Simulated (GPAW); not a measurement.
# Ga2O3 (C2/m): G0W0 on several meshes in GPAW

How does the mesh move the gap of Ga2O3 (C2/m)?

Program: GPAW 26.7.0. Level of theory: PBE and many-body steps on it, plane waves. Results are calculated unless marked as measured.

## (1) Set-up

Symmetry: C2/m, No. 12, monoclinic system. Conventional cell: a = 12.214 Å, b = 3.037 Å, c = 5.798 Å, α = 90.00°, β = 103.83°, γ = 90.00°. Nearest to Ga lie 4 O at 1.83 to 1.86 Å. Nearest to Ga lie 6 O at 1.94 to 2.07 Å. O has 3 Ga at 1.83 to 1.94 Å nearest. Nearest to O lie 4 Ga at 1.86 to 2.07 Å. O has 3 Ga at 1.83 to 1.94 Å nearest. Farther neighbours and most contacts between anions are not listed.

Coordinates:

```cif
data_structure
_symmetry_space_group_name_H-M 'C2/m'
_symmetry_Int_Tables_number 12
_cell_length_a 12.2140
_cell_length_b 3.0371
_cell_length_c 5.7981
_cell_angle_alpha 90.000
_cell_angle_beta 103.830
_cell_angle_gamma 90.000
_cell_volume 208.85
loop_
_atom_site_label
_atom_site_type_symbol
_atom_site_symmetry_multiplicity
_atom_site_Wyckoff_symbol
_atom_site_fract_x
_atom_site_fract_y
_atom_site_fract_z
_atom_site_occupancy
Ga1 Ga 4 i 0.09050 0.00000 0.79460 1
Ga2 Ga 4 i 0.15866 0.50000 0.31402 1
O1 O 4 i 0.16450 0.00000 0.10980 1
O2 O 4 i 0.17330 0.00000 0.56320 1
O3 O 4 i 0.49590 0.00000 0.25660 1
```

The cell and positions come from the Crystallography Open Database and are kept as given unless a step says otherwise.

## (2) Empty states on the mesh, 4×4×2 mesh, 680 bands

This step: GPAW 26.7.0; DFT, PBE, plane waves, PAW.

The sums over transitions need many empty states on a uniform mesh; this step solves for them.

Input file run.py:

```python
import json
import numpy as np
from gpaw.mpi import world
from gpaw import GPAW

calc = GPAW('gs.gpw').fixed_density(kpts={'size': (4, 4, 2), 'gamma': True},
    parallel={'domain': 1, 'band': 1},
    txt='nscf.txt')
calc.diagonalize_full_hamiltonian(nbands=680)
calc.write('full.gpw', mode='all')
res = {}
kpts = calc.get_ibz_k_points()
res['kpts'] = kpts
res['eigenvalues'] = [calc.get_eigenvalues(kpt=k) for k in range(len(kpts))]
res['n_electrons'] = calc.get_number_of_electrons()

if world.rank == 0:
    with open('result.json', 'w') as f:
        json.dump(res, f, default=lambda x: x.tolist())
```

On the command line:

```bash
mpirun -n 12 gpaw python run.py
```

Numbers of over 12 decimals in the logs are rounded to 6 here.

What it wrote:

```text
Diagonalizing LCAO Hamiltonian
Converting LCAO to pw mode
convergence criteria:
- Maximum integral of absolute [eigenst]ate change: 4e-08 eV^2 / valence electron
maximum number of iterations: 100

SCF iterations
|iter     |     time |      energy | eigst |  dens |
|iter:   1|  |             | +0.39 |       |
|iter:   2|  |             | -1.15 |       |
|iter:   3|  |             | -2.07 |       |
[...]
|iter:  16|  |             | -7.03 |       |
|iter:  17|  |             | -7.22 |       |
|iter:  18|  |             | -7.41c|       |
SCF steps: 18
  __  _  _
 | _ |_)|_||  |
 |__||  | ||/\| - 26.7.0

Input parameters:
  mode=PW(ecut=600.0),
  convergence={'density': 1e-06, 'bands': -3},
  gpts=array([36, 36, 35]),
  kpts=MonkhorstPack(size=(4, 4, 2), gamma=True),
  maxiter=100,
  nbands=35,
  occupations=Occupations(name='fermi-dirac', width=0.001, fixmagmom=False),
  parallel={'domain': 1, 'band': 1},
  xc=XC(name='PBE')
Matrix size: 3459x3459
# Writing to full.gpw (mode='all')
  [... matrices ...]

timing:  # [seconds]
  Total: 60.750  # ━━━━━━━━━━━━━━━━━━━━━━━━━━━━━━━━━━━━━━━━━━━━━━━━━━━━━━━━━━
```

The job ended after 74 s (12 MPI ranks of Intel Xeon 6975P-C (Granite Rapids), shared host; peak memory 12 GiB; 15 min of CPU time).

This step gave:

| Quantity | Value |
| --- | --- |
| gap | 2.431 eV |
| k of the valence top | 0.5, 0.5, 0.5 |
| k of the conduction bottom | 0, 0, 0 |
| least direct gap | 2.460 eV |
| k points computed | 14 |
| lowest point of the top converged band, above the valence top | 184.7185 eV |

On this mesh the gap is 2.431 eV.

## (3) 4×4×2

G0W0 replaces the xc potential by the self-energy, built once from these orbitals. Only a window of levels is corrected, while the sums run over the empty bands that the input names.

This step: G0W0 on PBE, plane waves, PAW.

Input file run.py:

```python
import json
import numpy as np
from gpaw.mpi import world
from gpaw.response.g0w0 import G0W0

gw = G0W0('full.gpw',
    filename='gw',
    kpts=[0, 13],
    bands=(22, 26),
    ecut=60,
    nbands=110,
    integrate_gamma='WS',
    ppa=True)
gw.calculate()
res = {mode: {k: v for k, v in r.items() if k != 'sigma_eskwn'}
       for mode, r in gw.all_results.items()}

if world.rank == 0:
    with open('result.json', 'w') as f:
        json.dump(res, f, default=lambda x: x.tolist())
```

On the command line:

```bash
mpirun -n 12 gpaw python run.py
```

What it wrote:

```text
Using integrator: PointIntegrator
FrequencyGridDescriptor(from 0.000+0.000j to 0.000+27.211j eV, 2 points)
Nonperiodic BCs:  [False False False]
Using integrator: PointIntegrator
FrequencyGridDescriptor(from 0.000+0.000j to 0.000+27.211j eV, 2 points)
Nonperiodic BCs:  [False False False]
  ___  _ _ _
 |   || | | |
 | | || | | |
 |__ ||_____|
 |___|

BZ k-points: Symmetries present (total): 4

  [... matrices ...]
32 k-points: 4 x 4 x 2 Monkhorst-Pack grid + [1/8,1/8,1/4]
14 k-points in the irreducible part of the Brillouin zone
       k-points in crystal coordinates                weights
   0:     0.00000000    0.00000000    0.00000000          1/32
   1:     0.00000000    0.00000000    0.50000000          1/32
   2:     0.25000000   -0.25000000    0.00000000          2/32
   3:     0.25000000   -0.25000000    0.50000000          2/32
   4:     0.25000000    0.00000000    0.00000000          4/32
   5:     0.25000000    0.00000000    0.50000000          4/32
   6:     0.25000000    0.25000000    0.00000000          2/32
   7:     0.25000000    0.25000000    0.50000000          2/32
   8:     0.50000000    0.00000000    0.00000000          2/32
   9:     0.50000000    0.00000000    0.50000000          2/32
          ...
  13:     0.50000000    0.50000000    0.50000000          1/32

Distributing spins, k-points and bands (1 x 2 x 4) over 12 processes
Number of blocks: 1

Quasi particle states:
k-points (IBZ indices): [0, 13]
Band range: (22, 26)
  [... matrices ...]
Computational parameters:
Plane wave cut-off: 60 eV
Number of bands: 110
Coulomb cutoff: None
Broadening: 0.1 eV

fxc modes: GW
Kernel: RPA
Using Godby-Needs plasmon-pole approximation:
  Fitting energy: i*E0, E0 = 1.000 Hartree
Summing all q:

Calculating screened Coulomb potential
No Coulomb truncation
FrequencyGridDescriptor(from 0.000+0.000j to 0.000+27.211j eV, 2 points)
Removing empty qpoint cache files...

Calculating chi0 body with:
    Ground state adapter containing:
    Number of spins: 1
    Number of kpoints: 32
    Number of irreducible kpoints: 14
    Number of completely occupied states: 24
    Number of partially occupied states: 24
    Occupied states memory: 16.611328125 M / cpu

    Linear response parametrization:
    q_c: [0.0, 0.0, 0.0]
    Number of frequency points: 2
    Planewave cutoff: 60.0
    Number of bands: 110
    Number of planewaves: 105
    Broadening (eta): 1e-06
    comm.size: 12
    kncomm.size: 12
    blockcomm.size: 1

    Memory estimate of potentially large arrays:
        chi0_wGG: 0.336456 M / cpu
Integrating chi0 body.

Symmetries of q_c:
    Direct symmetries (Uq -> q): 4
    Indirect symmetries (TUq -> q): 0
In total 4 allowed symmetries.

  [... matrices ...]
14 groups of equivalent kpoints. 56.25% reduction.

Integral kind: response function
Integrating chi0 head and wings.

Symmetries of q_c:
    Direct symmetries (Uq -> q): 4
    Indirect symmetries (TUq -> q): 0
In total 4 allowed symmetries.

  [... matrices ...]
14 groups of equivalent kpoints. 56.25% reduction.

Integral kind: response function wings

Calculating chi0 body with:
    Ground state adapter containing:
    Number of spins: 1
    Number of kpoints: 32
    Number of irreducible kpoints: 14
    Number of completely occupied states: 24
    Number of partially occupied states: 24
    Occupied states memory: 16.611328125 M / cpu

    Linear response parametrization:
[... the further q-points ...]

Results:
f:      Occupation numbers
eps:     KS-eigenvalues [eV]
vxc:     KS vxc [eV]
exx:     Exact exchange [eV]
sigma:   Self-energies [eV]
dsigma:  Self-energy derivatives
Z:       Renormalization factors
qp:      QP-energies [eV]

k-point 0 (0): (0.000, 0.000, 0.000)                GW
band       f     eps     vxc     exx   sigma  dsigma       Z      qp
                                                                   GW
  22   1.000   4.721 -21.138 -26.630   4.861  -0.266   0.790   4.222
  23   1.000   4.994 -21.523 -27.240   5.044  -0.265   0.791   4.461
  24   0.000   7.453 -16.695 -12.253  -2.811  -0.181   0.847   8.834
  25   0.000  10.774 -17.097 -11.594  -3.218  -0.199   0.834  12.680

k-point 1 (13): (0.500, 0.500, 0.500)                GW
band       f     eps     vxc     exx   sigma  dsigma       Z      qp
                                                                   GW
  22   1.000   4.420 -21.067 -26.663   4.926  -0.266   0.790   3.891
  23   1.000   5.022 -21.086 -26.887   5.119  -0.269   0.788   4.484
  24   0.000  10.249 -18.334 -13.242  -2.890  -0.200   0.833  12.084
  25   0.000  10.403 -17.538 -12.353  -3.006  -0.203   0.831  12.215
```

Run time: 86 s. Hardware: 12 MPI ranks; peak memory 4.6 GiB.

This step gave:

* G0W0 gap on the points computed: 4.350 eV
* least direct G0W0 gap on the computed points: 4.373 eV
* Z at the valence top: 0.7883
* Z at the conduction bottom: 0.8468
* starting gap on the mesh: 2.431 eV
* k of the valence top: 0.5, 0.5, 0.5
* k of the conduction bottom: 0, 0, 0

The gap on the mesh goes from 2.43 eV to 4.35 eV, a correction of +1.92 eV.

## (4) Empty states on the mesh, 6×6×4 mesh, 120 bands

This step: DFT, PBE, plane waves, PAW.

Input file run.py:

```python
import json
import numpy as np
from gpaw.mpi import world
from gpaw import GPAW

calc = GPAW('gs.gpw').fixed_density(kpts={'size': (6, 6, 4), 'gamma': True},
    nbands=140,
    convergence={'bands': 120},
    txt='nscf.txt')
calc.write('full.gpw', mode='all')
res = {}
kpts = calc.get_ibz_k_points()
res['kpts'] = kpts
res['eigenvalues'] = [calc.get_eigenvalues(kpt=k) for k in range(len(kpts))]
res['n_electrons'] = calc.get_number_of_electrons()

if world.rank == 0:
    with open('result.json', 'w') as f:
        json.dump(res, f, default=lambda x: x.tolist())
```

On the command line:

```bash
mpirun -n 12 gpaw python run.py
```

What it wrote:

```text
Diagonalizing LCAO Hamiltonian
Converting LCAO to pw mode
convergence criteria:
- Maximum integral of absolute [eigenst]ate change: 4e-08 eV^2 / valence electron
maximum number of iterations: 100

SCF iterations
|iter     |     time |      energy | eigst |  dens |
|iter:   1|  |             | +3.86 |       |
|iter:   2|  |             | +2.58 |       |
|iter:   3|  |             | +1.44 |       |
[...]
|iter:  11|  |             | -6.76 |       |
|iter:  12|  |             | -7.23 |       |
|iter:  13|  |             | -7.87c|       |
SCF steps: 13
  __  _  _
 | _ |_)|_||  |
 |__||  | ||/\| - 26.7.0

Input parameters:
  mode=PW(ecut=600.0),
  convergence={'bands': 120},
  gpts=array([36, 36, 35]),
  kpts=MonkhorstPack(size=(6, 6, 4), gamma=True),
  maxiter=100,
  nbands=140,
  occupations=Occupations(name='fermi-dirac', width=0.001, fixmagmom=False),
  parallel={},
  xc=XC(name='PBE')
# Writing to full.gpw (mode='all')
  [... matrices ...]

timing:  # [seconds]
  Total: 0.813  # ━━━━━━━━━━━━━━━━━━━━━━━━━━━━━━━━━━━━━━━━━━━━━━━━━━━━━━━━━━━
```

Run time: 64 s. Hardware: 12 MPI ranks; peak memory 3.7 GiB.

This step gave:

* gap: 2.431 eV
* k of the valence top: 0.5, 0.5, 0.5
* k of the conduction bottom: 0, 0, 0
* least direct gap: 2.460 eV
* k points computed: 47
* lowest point of the top converged band, above the valence top: 46.30 eV

On this mesh the gap is 2.431 eV.

## (5) 6×6×4

This step: G0W0 on PBE, plane waves, PAW.

Input file run.py:

```python
import json
import numpy as np
from gpaw.mpi import world
from gpaw.response.g0w0 import G0W0

gw = G0W0('full.gpw',
    filename='gw',
    kpts=[0, 46],
    bands=(22, 26),
    ecut=60,
    nbands=110,
    integrate_gamma='WS',
    ppa=True)
gw.calculate()
res = {mode: {k: v for k, v in r.items() if k != 'sigma_eskwn'}
       for mode, r in gw.all_results.items()}

if world.rank == 0:
    with open('result.json', 'w') as f:
        json.dump(res, f, default=lambda x: x.tolist())
```

On the command line:

```bash
mpirun -n 12 gpaw python run.py
```

What it wrote:

```text
Using integrator: PointIntegrator
FrequencyGridDescriptor(from 0.000+0.000j to 0.000+27.211j eV, 2 points)
Nonperiodic BCs:  [False False False]
Using integrator: PointIntegrator
FrequencyGridDescriptor(from 0.000+0.000j to 0.000+27.211j eV, 2 points)
Nonperiodic BCs:  [False False False]
  ___  _ _ _
 |   || | | |
 | | || | | |
 |__ ||_____|
 |___|

BZ k-points: Symmetries present (total): 4

  [... matrices ...]
144 k-points: 6 x 6 x 4 Monkhorst-Pack grid + [1/12,1/12,1/8]
47 k-points in the irreducible part of the Brillouin zone
       k-points in crystal coordinates                weights
   0:     0.00000000    0.00000000    0.00000000          1/144
   1:     0.00000000    0.00000000    0.25000000          2/144
   2:     0.00000000    0.00000000    0.50000000          1/144
[...]
9:     0.16666667    0.00000000    0.50000000          4/144
          ...
  46:     0.50000000    0.50000000    0.50000000          1/144

Distributing spins, k-points and bands (1 x 2 x 4) over 12 processes
Number of blocks: 1

Quasi particle states:
k-points (IBZ indices): [0, 46]
Band range: (22, 26)
  [... matrices ...]
Computational parameters:
Plane wave cut-off: 60 eV
Number of bands: 110
Coulomb cutoff: None
Broadening: 0.1 eV

fxc modes: GW
Kernel: RPA
Using Godby-Needs plasmon-pole approximation:
  Fitting energy: i*E0, E0 = 1.000 Hartree
Summing all q:

Calculating screened Coulomb potential
No Coulomb truncation
FrequencyGridDescriptor(from 0.000+0.000j to 0.000+27.211j eV, 2 points)
Removing empty qpoint cache files...

Calculating chi0 body with:
    Ground state adapter containing:
    Number of spins: 1
    Number of kpoints: 144
    Number of irreducible kpoints: 47
    Number of completely occupied states: 24
[...]
q_c: [1.3877787807814457e-17, 1.3877787807814457e-17, 0.0]
    Number of frequency points: 2
    Planewave cutoff: 60.0
    Number of bands: 110
    Number of planewaves: 105
    Broadening (eta): 1e-06
    comm.size: 12
    kncomm.size: 12
    blockcomm.size: 1

    Memory estimate of potentially large arrays:
        chi0_wGG: 0.336456 M / cpu
Integrating chi0 body.

Symmetries of q_c:
    Direct symmetries (Uq -> q): 4
    Indirect symmetries (TUq -> q): 0
In total 4 allowed symmetries.

  [... matrices ...]
47 groups of equivalent kpoints. 67.361111% reduction.

Integral kind: response function
Integrating chi0 head and wings.

Symmetries of q_c:
    Direct symmetries (Uq -> q): 4
    Indirect symmetries (TUq -> q): 0
In total 4 allowed symmetries.

  [... matrices ...]
47 groups of equivalent kpoints. 67.361111% reduction.

Integral kind: response function wings

Calculating chi0 body with:
    Ground state adapter containing:
    Number of spins: 1
    Number of kpoints: 144
    Number of irreducible kpoints: 47
    Number of completely occupied states: 24
    Number of partially occupied states: 24
[... the further q-points ...]

Results:
f:      Occupation numbers
eps:     KS-eigenvalues [eV]
vxc:     KS vxc [eV]
exx:     Exact exchange [eV]
sigma:   Self-energies [eV]
dsigma:  Self-energy derivatives
Z:       Renormalization factors
qp:      QP-energies [eV]

k-point 0 (0): (0.000, 0.000, 0.000)                GW
band       f     eps     vxc     exx   sigma  dsigma       Z      qp
                                                                   GW
  22   1.000   4.721 -21.138 -26.649   4.860  -0.265   0.790   4.206
  23   1.000   4.994 -21.523 -27.166   4.986  -0.264   0.791   4.473
  24   0.000   7.453 -16.695 -12.355  -2.720  -0.179   0.848   8.827
[...]
k-point 1 (46): (0.500, 0.500, 0.500)                GW
band       f     eps     vxc     exx   sigma  dsigma       Z      qp
                                                                   GW
[...]
24   0.000  10.249 -18.334 -13.249  -2.868  -0.199   0.834  12.097
  25   0.000  10.403 -17.538 -12.358  -2.986  -0.202   0.832  12.228
```

Wall time 10 min (12 MPI ranks); peak memory 6.7 GiB; 1.9 h of CPU time.

Numbers from this step:

```yaml
g0w0_gap_on_the_points_computed: 4.352 eV
least_direct_g0w0_gap_on_the_computed_points: 4.354 eV
z_at_the_valence_top: 0.7887
z_at_the_conduction_bottom: 0.8482
starting_gap_on_the_mesh: 2.431 eV
k_of_the_valence_top: 0.5, 0.5, 0.5
k_of_the_conduction_bottom: 0, 0, 0
```

Against G0W0 in GPAW (4×4×2 mesh, 110 bands, screening to 60 eV, Godby-Needs plasmon pole), the gap moves by +0.003 eV.

## (6) Side by side

Times are wall times on 12 MPI ranks of Intel Xeon 6975P-C (Granite Rapids), shared host, good to a factor of about two.

```tsv
run	mesh	bands	screening cutoff (eV)	DFT gap (eV)	gap on the mesh (eV)	direct (eV)	time
4×4×2	4×4×2	110	60	2.431	4.350	4.373	86 s
6×6×4	6×6×4	110	60	2.431	4.352	4.354	10 min
```

## (7) Summary of results

| Quantity | Value |
| --- | --- |
| 4×4×2 | 4.350 eV |
| 6×6×4 | 4.352 eV |
| known limits | not at the basis limit; no spin-orbit coupling; coarse k mesh |

What this shows: 6×6×4: +0.003 eV against 4×4×2. Bands and cutoff are finite, so the gap is not at the basis limit. The miss can reach some tenths of an eV and take either sign; the mesh is an error of its own. These stock PAW sets were not made for GW; the filled d or f shell of Ga lies in the frozen core, which bears on start and correction. In the G0W0 runs levels were corrected at 2 k points alone, so a gap called «on the mesh» is the least over those, and an edge elsewhere would be missed. The 4×4×2 mesh is coarse for this cell, which bears on the long-range parts of exchange and screening. The many-body steps are scalar-relativistic: spin-orbit coupling is not in them.

[Paths, hosts, dates, memory and timing lines, banners, echoed tables and standing remarks are left out of the program output.]

[Logs are printed without paths, hosts, clocks, repeated set-up lines and the standing remarks that a program may print on its own settings, such as how far it seeks lower states.]

[Runs of the session that timed out or met a known fault of the program may be left out.]

[Hosts, paths, dates, database ids (printed as entryN), source tags and the programs' standing remarks are cut or masked in the printed files.]
